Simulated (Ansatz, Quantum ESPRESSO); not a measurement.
# Work function of Li(110), 5 layers, part 6 of 6

How much energy does it take to lift an electron out of Li(110), 5 layers, and how far do the settings matter?

Quantum ESPRESSO 7.5; plane-wave DFT, PBE, GBRV ultrasoft pseudopotentials; geometry and cross-check by Ansatz 0.2.0 with PAW datasets.

So far. Step 8 (SCF with pw.x: open boundaries by the effective …): The upper level is 3.179 eV against 3.179 eV from the periodic run. Step 12 (Electrostatic potential): The upper face goes from 3.179 eV (PBE, GBRV) to 3.118 eV, a change of -0.061 eV.

### 15. Self-consistent run, with K_POINTS = [1, 1, 1]

One more run, with a changed input.

esm.bad.in

```
&control
  prefix = 'esm.bad'
  outdir = './out'
  pseudo_dir = './pseudo'
  calculation = 'scf'
  tprnfor = .true.
/
&system
  ibrav = 0
  nat = 5
  ntyp = 1
  ecutwfc = 40
  ecutrho = 200
  occupations = 'smearing'
  smearing = 'mv'
  degauss = 0.02
  assume_isolated = 'esm'
  esm_bc = 'bc1'
/
&electrons
  conv_thr = 1e-07
  mixing_beta = 0.4
  electron_maxstep = 60
  mixing_mode = 'local-TF'
/
ATOMIC_SPECIES
  Li  6.9400  li_pbe_v1.4.uspp.F.UPF
CELL_PARAMETERS angstrom
  2.46780266630000 -1.74500000000000 0.00000000000000
  2.46780266630000 1.74500000000000 0.00000000000000
  0.00000000000000 0.00000000000000 25.87121066540000
ATOMIC_POSITIONS crystal
  Li  0.000000000000 0.000000000000 -0.181809088727
  Li  0.500000000000 0.500000000000 -0.092405068466
  Li  0.000000000000 0.000000000000 -0.000000031357
  Li  0.500000000000 0.500000000000 0.092405062044
  Li  0.000000000000 0.000000000000 0.181809088727
K_POINTS automatic
  1 1 1 0 0 0
```

Launch:

```sh
> OMP_NUM_THREADS=1 mpirun -n 2 pw.x -nk 1 -in esm.bad.in > esm.bad.out
```

Output:

```text
[banner, memory and clock lines left out]
Program PWSCF v.7.5 starts
[citation notice left out]

[...]
Message from routine setup:
[...]
bravais-lattice index     =            0
     lattice parameter (alat)  =       5.7116  a.u.
     unit-cell volume          =    1503.6585 (a.u.)^3
     number of atoms/cell      =            5
     number of atomic types    =            1
     number of electrons       =        15.00
     number of Kohn-Sham states=           12
     kinetic-energy cutoff     =      40.0000  Ry
     charge density cutoff     =     200.0000  Ry
     scf convergence threshold =      1.0E-07
     mixing beta               =       0.4000
     number of iterations used =            8  local-TF  mixing
     Exchange-correlation=  SLA  PW   PBX  PBC
                           (   1   4   3   4   0   0   0)

     Effective Screening Medium Method
     Boundary Conditions: Vacuum-Slab-Vacuum
     total charge in unit cell        =   0.0000
     grid points for fit at edges     =        4

[...]
PseudoPot. # 1 for Li read from file:
     ./pseudo/li_pbe_v1.4.uspp.F.UPF
     Pseudo is Ultrasoft, Zval =  3.0
     Generated by new atomic code, or converted to UPF format
     Using radial grid of  751 points,  5 beta functions with:
                l(1) =   0
                l(2) =   0
                l(3) =   0
                l(4) =   1
                l(5) =   1
     Q(r) pseudized with 10 coefficients,  rinner =    1.150   1.150   1.150

     atomic species   valence    mass     pseudopotential
     Li                3.00     6.94000     Li( 1.00)

      8 Sym. Ops., with inversion, found

[...]
number of k points=     1  Marzari-Vanderbilt smearing, width (Ry)=  0.0200
[...]
Dense  grid:    71779 G-vectors     FFT dimensions: (  25,  25, 225)

     Smooth grid:    51511 G-vectors     FFT dimensions: (  24,  24, 200)

     Initial potential from superposition of free atoms

     starting charge      12.7463, renormalised to      15.0000

     negative rho (up, down):  1.085E-04 0.000E+00
     Starting wfcs are   25 randomized atomic wfcs

     per-process dynamical memory:    26.6 Mb

     Self-consistent Calculation

     iteration #  1     ecut=    40.00 Ry     beta= 0.40
     Davidson diagonalization with overlap
     ethr =  1.00E-02,  avg # of iterations =  6.0

     negative rho (up, down):  1.993E-05 0.000E+00

     total energy              =     -73.23822560 Ry
     estimated scf accuracy    <       0.96737860 Ry

     iteration #  2     ecut=    40.00 Ry     beta= 0.40
[...]
negative rho (up, down):  3.678E-07 0.000E+00

[...]
total energy              =     -72.90346261 Ry
     estimated scf accuracy    <       0.55662250 Ry

     iteration #  3     ecut=    40.00 Ry     beta= 0.40
[...]
negative rho (up, down):  1.585E-07 0.000E+00

[...]
total energy              =     -72.93362286 Ry
     estimated scf accuracy    <       0.01720819 Ry

     iteration #  4     ecut=    40.00 Ry     beta= 0.40
[...]
c_bands:  1 eigenvalues not converged
[...]
negative rho (up, down):  7.252E-06 0.000E+00

[...]
total energy              =     -72.95170190 Ry
     estimated scf accuracy    <       0.00856666 Ry

     iteration #  5     ecut=    40.00 Ry     beta= 0.40
[...]
c_bands:  1 eigenvalues not converged
[...]
negative rho (up, down):  3.238E-07 0.000E+00

[...]
total energy              =     -72.95185916 Ry
     estimated scf accuracy    <       0.00149809 Ry

     iteration #  6     ecut=    40.00 Ry     beta= 0.40
[...]
c_bands:  1 eigenvalues not converged
[...]
negative rho (up, down):  1.441E-08 0.000E+00

[...]
total energy              =     -72.95228259 Ry
     estimated scf accuracy    <       0.00010931 Ry

[...]
iteration # 22     ecut=    40.00 Ry     beta= 0.40
[...]
negative rho (up, down):  6.971E-07 0.000E+00

[...]
total energy              =     -72.95254192 Ry
     estimated scf accuracy    <       0.00000417 Ry

     iteration # 23     ecut=    40.00 Ry     beta= 0.40
[...]
negative rho (up, down):  1.370E-05 0.000E+00

[...]
total energy              =     -72.95253387 Ry
     estimated scf accuracy    <       0.00000033 Ry

     iteration # 24     ecut=    40.00 Ry     beta= 0.40
[...]
negative rho (up, down):  1.388E-05 0.000E+00

[...]
total energy              =     -72.95253354 Ry
     estimated scf accuracy    <       0.00000011 Ry

     iteration # 25     ecut=    40.00 Ry     beta= 0.40
[...]
negative rho (up, down):  1.369E-05 0.000E+00

[...]
End of self-consistent calculation

          k = 0.0000 0.0000 0.0000 (  6429 PWs)   bands (ev):

   -49.5976 -49.5976 -49.1575 -48.9439 -48.9437  -6.0125  -5.5676  -4.9324
    -3.9941  -2.9606  -2.3136  -0.3027

     the Fermi energy is    -4.8989 ev

!    total energy              =     -72.95253391 Ry
     estimated scf accuracy    <       0.00000006 Ry
     smearing contrib. (-TS)   =      -0.00532094 Ry
     internal energy E=F+TS    =     -72.94721297 Ry

     The total energy is F=E-TS. E is the sum of the following terms:
     one-electron contribution =     624.25329771 Ry
     hartree contribution      =    -320.40252338 Ry
     xc contribution           =     -16.88579340 Ry
     ewald contribution        =    -359.91219390 Ry

     convergence has been achieved in  25 iterations

     Forces acting on atoms (cartesian axes, Ry/au):

     atom    1 type  1   force =     0.00000000    0.00000000    0.00192345
     atom    2 type  1   force =     0.00000000    0.00000000   -0.00207488
     atom    3 type  1   force =     0.00000000    0.00000000    0.00000000
     atom    4 type  1   force =     0.00000000    0.00000000    0.00207488
     atom    5 type  1   force =     0.00000000    0.00000000   -0.00192345

     Total force =     0.004001     Total SCF correction =     0.000149

[...]
```

Elapsed: 9.6 s, on 2 MPI ranks of Intel Xeon Platinum 8559C (Emerald Rapids), shared host; peak memory 0.2 GiB; 18 s of CPU time.

Residual by cycle:

cycle, log10 residual and a bar from the least value:
```
        1        0.0 ##############################
        3       -1.8 #######################
        5       -2.8 ##################
        8       -3.9 ##############
       10       -3.3 ################
       12       -4.1 #############
       14       -5.4 ########
       16       -5.2 ########
       18       -5.1 #########
       21       -5.1 #########
       23       -6.5 ###
       25       -7.2
```

The cycle converged. A setting was moved off its sound value on purpose, so this run is a test.

The fault put into the input: the zone centre alone in the plane of the slab (K_POINTS = [1, 1, 1]).

Beside the run it was changed from:

```
                                                           quantity   this run  unchanged run  difference
vacuum line at the upper end of the cell, over the Fermi level (eV)      4.899          3.179         1.7
vacuum line at the lower end of the cell, over the Fermi level (eV)      4.899          3.179         1.7
                                                   free energy (eV)  -992.5698      -983.9866        -8.6
                                                      wall time (s)        9.6             35            
                                                     SCF iterations         25             16
```

The free energy moves by -1.7e+03 meV an atom.

Levels move by up to 1720 meV, so the change matters at the level of the results.

### 16. The arithmetic

In the first self-consistent run, on its own zero, the Fermi level is -1.190 eV and the upper vacuum level 1.989 eV: φ = 1.989 − (-1.190) = 3.179 eV.

### 17. Results

| Item | Value |
| --- | --- |
| work function of the upper face, PBE, GBRV | 3.18 eV |
| work function of the lower face, PBE, GBRV | 3.18 eV |
| upper face by ESM | 3.18 eV |
| upper face by Ansatz | 3.21 eV |

At the first level (PBE, GBRV ultrasoft) the work function comes to 3.18 eV on both faces. ESM differs from the periodic treatment by +1 meV on the upper face and +0 meV on the lower. Over the levels tried the upper face spans 3.12 eV (QE revPBE GBRV ultrasoft, periodic) to 3.21 eV (Ansatz PBE PAW, sawtooth). Quantum ESPRESSO and Ansatz give 3.18 and 3.21 eV for the upper face, which agree. Ansatz ran with Fermi-Dirac smearing of 0.1 eV against cold smearing of 0.02 Ry, which alone can move a level by some tens of meV. With 8×8 points and so few layers the values hold to some 0.05 to 0.1 eV. The slab is cut at a tabulated measured bulk lattice constant, given to two decimals, at low temperature.

Comparison with the measured values:

| quantity | measured | QE PBE GBRV | QE PBE GBRV, ESM bc1 | QE revPBE GBRV | Ansatz PBE PAW |
| --- | --- | --- | --- | --- | --- |
| work function, loosely compared (polycrystalline sample, no single face) (eV) | 2.93 | 3.18 (+0.25 eV) | 3.18 (+0.25 eV) | 3.12 (+0.19 eV) | 3.21 (+0.28 eV) |

Measured values from arxiv:1902.07811 (2019).

How well it matches: For the work function, set beside that of the polycrystal,, of the levels listed nearest comes QE revPBE GBRV (+0.19 eV) and farthest Ansatz PBE PAW (+0.28 eV). A polycrystal averages over faces, so this is a loose comparison.

[Logs are printed without paths, hosts, clocks, repeated set-up lines and the standing remarks that a program may print on its own settings, such as how far it seeks lower states.]

[Hosts, paths, dates, database ids (printed as entryN), source tags and the programs' standing remarks are cut or masked in the printed files.]

[Maps of the electrostatic potential energy from Ansatz leave out the sawtooth potential of an applied field or a dipole correction, so their vacuum need not be flat; planar profiles and work functions include it.]
